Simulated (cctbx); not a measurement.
**Which space group?**

Cell: a = 8.2080 Å, b = 18.8290 Å, c = 3.7190 Å, α = 90.00°, β = 90.00°, γ = 90.00°. Expected content of the cell: Ho10 Sn4 In8.

The data are simulated with cctbx, not measured: Mo Kα, λ = 0.71073 Å, to d = 0.77 Å, 95 % of the full sphere, strongest reflection 20000 counts, noise from counting, a 1.5 % proportional error and a noise floor of 2 counts (s.d.); no absorption.

Tests on the unmerged data give:

```text
4985 reflections to d = 0.771 A
centring   violations  <I/sigma> of those
    A       1893 of  2491     14.1
    B       1859 of  2524     14.1
    C       1790 of  2477     13.0
    I       1860 of  2484     14.1
    R       2526 of  3322     14.2
    F       2771 of  3746     13.8
Laue class    unique    Rint  (classes that these axes allow; Friedel mates merged)
P -1             2626   0.023
P 1 2/m 1        1367   0.027
P 1 1 2/m        1525   0.027
P 2/m 1 1        1413   0.027
P m m m           836   0.029
space group    extra absences  I>4sigma  <I/sigma>
P 2 2 2                 0          0         -  acentric
P 21 2 2               10          0      -0.1  acentric
P 2 21 2               22          0       0.3  acentric
P 21 21 2              32          0       0.2  acentric
P m m 2                 0          0         -  acentric
P 2 m m                 0          0         -  acentric
P m 2 m                 0          0         -  acentric
P 21 a m               75          0       0.1  acentric
P b 21 m              169          0      -0.1  acentric
P m a 2                75          0       0.1  acentric
P b m 2               169          0      -0.1  acentric
P b a 2               244          0      -0.0  acentric
P m m m                 0          0         -  centric
P b m m               169          0      -0.1  centric
P m a m                75          0       0.1  centric
P b a m               244          0      -0.0  centric
Wilson B = 0.69 A^2   <|E^2-1|> = 0.894 (0.968 centric, 0.736 acentric)   E^2>4: 3.5 %
shell (A)         n   <I/sigma>
18.83 - 1.54    132     33.8
 1.54 - 1.22    102     38.7
 1.22 - 1.07    112     35.0
 1.07 - 0.97     96     32.9
 0.97 - 0.90     99     28.4
 0.90 - 0.85    107     28.6
 0.85 - 0.81     91     26.8
 0.81 - 0.77     97     25.3
```

Q: Read the symmetry from these tables.

Every centring test has many violations, so the lattice is primitive.

Rint stays low (0.023 to 0.029) up to P m m m, the highest class in these axes.

16 settings pass the absence test. The most absences obeyed, 244, belong to P b a 2 and P b a m, which absences can't tell apart.

⟨|E²−1|⟩ = 0.894 leans to a centrosymmetric structure. The Wilson B of 0.69 Å² means U ≈ 0.0087 Å².

The true group is Pbam (no. 55), Laue class mmm, centrosymmetric. The tables only narrow the choice to the tied entries; cell content, site symmetry and trial solutions must settle it.

This is a model crystal, built by substitution and not relaxed, with assumed displacement parameters.

[Logs are printed without paths, hosts, clocks, repeated set-up lines and the standing remarks that a program may print on its own settings, such as how far it seeks lower states.]
